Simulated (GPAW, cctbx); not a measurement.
## Ca3RuS4: what bonding does to one electron reflection, worked out

Ca3RuS4, Pmmm (no. 47), a = 3.8865 Å, b = 5.5864 Å, c = 7.6158 Å, α = 90.00°, β = 90.00°, γ = 90.00°.

```csv
atom,mult.,x,y,z
Ru1,1,0,1/2,0
Ca1,2,1/2,0,0.7605
Ca2,1,0,1/2,1/2
S1,2,1/2,1/2,0.2051
S2,1,0,0,0
S3,1,0,0,1/2
```

The cell comes from substitution in a known structure type and wasn't matched to any measured phase.

A DFT run (GPAW, PBE, 450 eV, 5×4×3 k-points (along the axes of the calculation cell), Fermi–Dirac width 0.05 eV) gives the static X-ray structure factor of 110 as 34.061 e for the conventional cell; superposed free atoms give 34.604 e. **Problem.** Find the Fourier component V of the crystal potential and the two-beam extinction distance at 120 kV in both cases.

## 1. Geometry

The cell volume is Ω = 165.35 Å³ and d(110) = 3.1904 Å, so g = 1/d = 0.3134 Å⁻¹.

## 2. The nuclei

Electrons feel nuclei as well as electrons, so the nuclear charges are summed with the same phases.

Phase sums Σ exp(2πi h·x), turned so that the total is real and positive: Ru +1.000, Ca +3.000, S -4.000. Then F_Z = 44 × (+1.000) + 20 × (+3.000) + 16 × (-4.000) = 40.00 e. The electron term has the same sign for this reflection.

## 3. Mott–Bethe

Poisson's equation, term by term, gives V = (e/4πε₀)(F_Z − F)/(πΩg²), with e/4πε₀ = 14.3996 V Å.

The prefactor is 14.3996 × 3.1904²/(π × 165.35) = 0.28215 V per electron. Free atoms: (40.00 − 34.604) × 0.28215 = 1.522 V. Crystal: (40.00 − 34.061) × 0.28215 = 1.676 V. F changes by -1.57 % and V by +10.1 %: the same 0.54 e is measured against F_Z − F = 5.4 e in place of F = 34.6 e.

## 4. Extinction distance

In the two-beam case ξ = 1/(λU) with U = 2γm₀eV/h², that is ξ = 150.41 V Å²/(γλV).

At 120 kV, λ = 0.03349 Å and γ = 1.2348. Free atoms: ξ = 2389 Å. Crystal: ξ = 2170 Å. The thickness fringes go as sin²(πt/ξ), so the two patterns slip by a quarter of a period when t|1/ξ₁ − 1/ξ₀| = 1/4, at t ≈ 593 nm. Thermal motion, absorption and many-beam coupling, left out here, change a real pattern.

## 5. Answer

V(110) is 1.68 V against 1.52 V, and ξ is 2170 against 2389 Å. Limits: static atoms, two beams.

[Outputs are excerpts: Python notices, other lines and further rows are left out; steps that failed or that the build refused (PBEsol, TPSS) are not shown.]

[Logs are printed without paths, hosts, clocks, repeated set-up lines and the standing remarks that a program may print on its own settings, such as how far it seeks lower states.]
